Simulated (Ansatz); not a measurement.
# How Al(110) screens a field

Aim: image plane and induced charge of Al(110).

Main program and level: Ansatz 0.2.0; plane-wave DFT, r2SCAN, Ansatz PAW.

Most raw output is cut from this account.

## 1. The structure

The cell holds 6 atoms: 6 Al. Its edges and angles: a = 4.050 Å, b = 2.864 Å, c = 25.159 Å, α = 90.0°, β = 90.0°, γ = 90.0°. Vacuum lies along c.

## 2. Atoms held, field 0

A sawtooth potential applies the field, turning back in the middle of the vacuum. With the dipole correction the typed value is the field outside the slab. The induced dipole is small, so the SCF threshold is tight.

Input file input.yaml:

```yaml
crystal:
  lattice:
    - [4.05, 0.0, 0.0]
    - [0.0, 2.8637824638, 0.0]
    - [0.0, 0.0, 25.1594561595]
  atoms:
    - { symbol: Al, position: [0.5, 0.5, 0.357718384] }
    - { symbol: Al, position: [0.0, 0.0, 0.4146310304] }
    - { symbol: Al, position: [0.5, 0.5, 0.4715436768] }
    - { symbol: Al, position: [0.0, 0.0, 0.5284563232] }
    - { symbol: Al, position: [0.5, 0.5, 0.5853689696] }
    - { symbol: Al, position: [0.0, 0.0, 0.642281616] }
kpoints:
  mp_grid: { grid: [12, 18, 1] }
hamiltonian:
  xc: r2scan
scf:
  occupations: { method: fermi_dirac, width: 0.1 }
  convergence: { dr2_threshold: 1.0e-10 }
efield:
  axis: 3
  dipole_correction: true
  ramp_position: 0.97
  ramp_width: 0.06
  amplitude: 0
output:
  forces: true
  write_potential: true
  write_density: true
  volumetric_format: npy
```

Started as:

```
$ ansatz run input.yaml --threads 2 --pin off --max-ram 3072MiB --backend cpu --events-out ev --progress --plain --runs-dir out
```

Run time: 46 s. Hardware: 2 threads of Arm Neoverse V1, shared host; peak memory 1.1 GiB.

This step gave:

| Item | Value |
| --- | --- |
| energy at zero smearing | -3240.6697 eV |
| work function, upper face | 4.020 eV |
| dipole along the normal | 2.06e-7 e·Å |

Running mean over 1.432 Å of the planar mean; the ramp of the sawtooth is left out. Electron's electrostatic potential energy less the Fermi level against z:

```tsv
z (Å)	electron's electrostatic potential energy less the Fermi level (eV)
4	4.02
5	4.02
6	3.99
7	3.62
8	0.671
9	-3.67
10	-4.65
11	-4.67
12	-4.67
13	-4.67
14	-4.68
15	-4.66
16	-4.06
17	-0.0843
18	3.43
19	3.97
20	4.02
21	4.02
22	4.02
```

Force by atom:

```tsv
atom	x (eV/Å)	y (eV/Å)	z (eV/Å)	size
Al1	0.000	0.000	0.447	0.447
Al2	0.000	0.000	-0.112	0.112
Al3	0.000	0.000	0.091	0.091
Al4	0.000	0.000	-0.091	0.091
Al5	0.000	0.000	0.112	0.112
Al6	0.000	0.000	-0.447	0.447
```

The work function of the upper face is 4.02 eV.

## 3. Atoms held, field 0.05 V/Å

input.yaml: that of step 2 with these lines changed.

```diff
@@ -24,3 +24,3 @@
   ramp_width: 0.06
-  amplitude: 0
+  amplitude: 0.05
 output:
```

The job ended after 45 s (2 threads; peak memory 1.1 GiB).

The dipole is 0.0333 e·Å.

## 4. Atoms held, field -0.05 V/Å

input.yaml: that of step 3 with these lines changed.

```diff
@@ -24,3 +24,3 @@
   ramp_width: 0.06
-  amplitude: 0.05
+  amplitude: -0.05
 output:
```

Elapsed: 45 s, on 2 threads; peak memory 1.1 GiB; 90 s of CPU time.

The dipole is -0.0333 e·Å.

## 5. Single point, field 0.1 V/Å

input.yaml: that of step 4 with these lines changed.

```diff
@@ -24,3 +24,3 @@
   ramp_width: 0.06
-  amplitude: -0.05
+  amplitude: 0.1
 output:
```

Elapsed: 45 s, on 2 threads; peak memory 1.1 GiB; 90 s of CPU time.

The dipole is 0.0666 e·Å.

## 6. Atoms held, field -0.1 V/Å

input.yaml: that of step 5 with these lines changed.

```diff
@@ -24,3 +24,3 @@
   ramp_width: 0.06
-  amplitude: 0.1
+  amplitude: -0.1
 output:
```

Wall time 46 s (2 threads); peak memory 1.1 GiB; 90 s of CPU time.

The dipole is -0.0666 e·Å.

## 7. Single point, field 0.2 V/Å

input.yaml: that of step 6 with these lines changed.

```diff
@@ -24,3 +24,3 @@
   ramp_width: 0.06
-  amplitude: -0.1
+  amplitude: 0.2
 output:
```

Run time: 52 s. Hardware: 2 threads; peak memory 1.1 GiB.

The dipole is 0.133 e·Å.

## 8. Single point, field -0.2 V/Å

input.yaml: that of step 7 with these lines changed.

```diff
@@ -24,3 +24,3 @@
   ramp_width: 0.06
-  amplitude: 0.2
+  amplitude: -0.2
 output:
```

Run time: 48 s. Hardware: 2 threads; peak memory 1.1 GiB; 96 s of CPU time.

The dipole is -0.133 e·Å.

## 9. Atoms held, field 0.4 V/Å

input.yaml: that of step 8 with these lines changed.

```diff
@@ -24,3 +24,3 @@
   ramp_width: 0.06
-  amplitude: -0.2
+  amplitude: 0.4
 output:
@@ -30 +30,2 @@
   volumetric_format: npy
+  elf: true
```

Wall time 53 s (2 threads); peak memory 1.1 GiB; 1.8 min of CPU time.

Running mean over 1.432 Å of the planar mean, with the applied field; the ramp of the sawtooth is left out. Electron's electrostatic potential energy less the Fermi level against z:

z (Å), electron's electrostatic potential energy less the Fermi level (eV) and a bar from the least value:
```
      3.5       2.50 #####################
      4.0       2.70 #####################
      4.5       2.89 ######################
      5.0       3.09 ######################
      5.5       3.28 #######################
      6.0       3.44 #######################
      6.5       3.54 ########################
      7.0       3.41 #######################
      7.5       2.62 #####################
      8.0       0.65 ###############
      8.5      -1.68 #########
      9.0      -3.66 ###
      9.5      -4.49 #
     10.0      -4.65 
     10.5      -4.66 
     11.0      -4.68 
     11.5      -4.68 
     12.0      -4.67 
     12.5      -4.67 
     13.0      -4.67 
     13.5      -4.68 
     14.0      -4.68 
     14.5      -4.67 
     15.0      -4.66 
     15.5      -4.58 
     16.0      -4.06 ##
     16.5      -2.39 #######
     17.0      -0.07 #############
     17.5       2.24 ####################
     18.0       3.62 ########################
     18.5       4.19 ##########################
     19.0       4.50 ##########################
     19.5       4.72 ###########################
     20.0       4.93 ############################
     20.5       5.13 ############################
     21.0       5.33 #############################
     21.5       5.53 #############################
     22.0       5.73 ##############################
```

The dipole is 0.267 e·Å.

## 10. The response

This step: plane-wave DFT, r2SCAN, Ansatz PAW; screening of a field by a metal slab (Ansatz 0.2.0).

The dipoles give the slope, and the difference of two potentials shows where the field is screened.

This step gave:

| Quantity | Value |
| --- | --- |
| equivalent conductor thickness p/(ε₀AE) | 10.39 Å |
| distance between the outer atoms | 7.159 Å |
| image plane, upper face | 1.534 Å |
| induced electrons on the upper face over ε₀E | -1.016 |
| image plane, lower face | 1.534 Å |
| induced electrons on the lower face over ε₀E | 1.016 |

The dipole of the cell by applied field:

```tsv
applied field (V/Å)	dipole of the cell (e·Å)
-0.200	-0.133
-0.100	-0.0666
-0.050	-0.0333
0.000	0
0.050	0.0333
0.100	0.0666
0.200	0.133
0.400	0.267
```

Local field over the applied field, running mean. From the potentials at -0.05 and 0.05 V/Å; running mean over 1.432 Å. Table of local field over applied field by z:

```tsv
z (Å)	local field over applied field
4.5	0.996
5.0	0.991
5.5	0.976
6.0	0.941
6.5	0.865
7.0	0.720
7.5	0.495
8.0	0.238
8.5	0.0548
9.0	-0.00618
9.5	0.00206
10.0	0.00331
10.5	-0.00798
11.0	-0.00488
11.5	0.00552
12.0	0.00355
12.5	-0.00337
13.0	8.2e-4
13.5	0.00664
14.0	-0.00113
14.5	-0.00898
15.0	-4.5e-4
15.5	0.00512
16.0	-0.00679
16.5	0.0225
17.0	0.168
17.5	0.411
18.0	0.656
18.5	0.828
19.0	0.923
19.5	0.968
20.0	0.987
20.5	0.995
21.0	0.998
```

Electrons, planar mean, per unit field. The induced electron density by z:

z (Å), induced electron density (e/Å³ per V/Å) and a bar from the least value:
```
      4.5    0.00003 ###############
      5.0    0.00007 ###############
      5.5    0.00019 ################
      6.0    0.00046 #################
      6.5    0.00103 ####################
      7.0    0.00202 ########################
      7.5    0.00317 #############################
      8.0    0.00339 ##############################
      8.5    0.00128 #####################
      9.0   -0.00063 ############
      9.5   -0.00029 ##############
     10.0    0.00046 #################
     10.5    0.00015 ################
     11.0   -0.00039 #############
     11.5   -0.00012 ###############
     12.0    0.00030 ################
     12.5    0.00008 ###############
     13.0   -0.00031 ##############
     13.5   -0.00006 ###############
     14.0    0.00039 #################
     14.5    0.00006 ###############
     15.0   -0.00046 #############
     15.5   -0.00003 ###############
     16.0    0.00072 ##################
     16.5   -0.00042 #############
     17.0   -0.00297 ##
     17.5   -0.00341 
     18.0   -0.00241 ####
     18.5   -0.00130 #########
     19.0   -0.00059 ############
     19.5   -0.00025 ##############
     20.0   -0.00010 ###############
     20.5   -0.00004 ###############
     21.0   -0.00001 ###############
```

By hand: between -0.05 and 0.05 V/Å the dipole changes by 0.06660 e·Å, a slope of 0.6660 e·Å²/V. A perfect conductor of thickness t has p = ε₀AEt, so t = 180.95 × 0.6660 / 11.598 = 10.39 Å (e/ε₀ = 180.95 V·Å, A in Å²). Less the 7.16 Å between the outer atoms, and halved, that puts each image plane 1.62 Å out.

The induced dipole is that of a conductor 10.39 Å thick.

## 11. A changed input

This step: plane-wave DFT, r2SCAN, Ansatz PAW (Ansatz 0.2.0).

An input spoilt on purpose, to show how the run answers: it repeats the earlier run at 0.05 V/Å with scf.mixing_beta to 60, and scf.max_iter set to 60.

input.yaml: that of step 9 with these lines changed.

```diff
@@ -19,2 +19,4 @@
   convergence: { dr2_threshold: 1.0e-10 }
+  mixing_beta: 60
+  max_iter: 60
 efield:
@@ -24,3 +26,3 @@
   ramp_width: 0.06
-  amplitude: 0.4
+  amplitude: 0.05
 output:
@@ -30,2 +32 @@
   volumetric_format: npy
-  elf: true
```

It took 0.02 s on 2 threads; peak memory 0.021 GiB.

The input was rejected at the start.

The program's message: “Error: YAML parse error: error: line 20 column 3: unknown field `mixing_beta`, expected one of max_iter, algorithm, n_extra_bands, self_checks, convergence, lower_state_search, omitted_lower_state_che …”

The fault put into the input: a keyword of another program.

## 12. The same run with other settings

Another changed input: it repeats the earlier run at 0.05 V/Å with efield.dipole_correction from true to false.

input.yaml: that of step 11 with these lines changed.

```diff
@@ -19,7 +19,5 @@
   convergence: { dr2_threshold: 1.0e-10 }
-  mixing_beta: 60
-  max_iter: 60
 efield:
   axis: 3
-  dipole_correction: true
+  dipole_correction: false
   ramp_position: 0.97
```

Elapsed: 45 s, on 2 threads; peak memory 1.1 GiB.

```tsv
quantity	this run	earlier run	difference
dipole along the normal (e·Å)	0.05673	0.03330	0.023
```

With the dipole correction off, the periodic images add a field of their own to the typed one.

It moves by +0.0234 e·Å.

These numbers are not those of the isolated slab.

## 13. Outcome

| Property | Result |
| --- | --- |
| work function | 4.02 eV |
| image plane, upper face | 1.53 Å |
| induced electrons on the upper face over ε₀E | -1.02 |
| equivalent conductor thickness p/(ε₀AE) | 10.4 Å |

**Reading.** The induced charge has its centre 1.53 Å outside the outermost atoms; this is the plane from which a capacitor's gap or an image potential counts. The equivalent conductor thickness exceeds the distance between the outer atoms by 3.23 Å, about the sum of the two image-plane distances. The atoms are held at bulk positions with the tabulated experimental lattice constant.

[Logs are printed without paths, hosts, clocks, repeated set-up lines and the standing remarks that a program may print on its own settings, such as how far it seeks lower states.]

[Hosts, paths, dates, database ids (printed as entryN), source tags and the programs' standing remarks are cut or masked in the printed files.]

[Maps of the electrostatic potential energy from Ansatz leave out the sawtooth potential of an applied field or a dipole correction, so their vacuum need not be flat; planar profiles and work functions include it.]
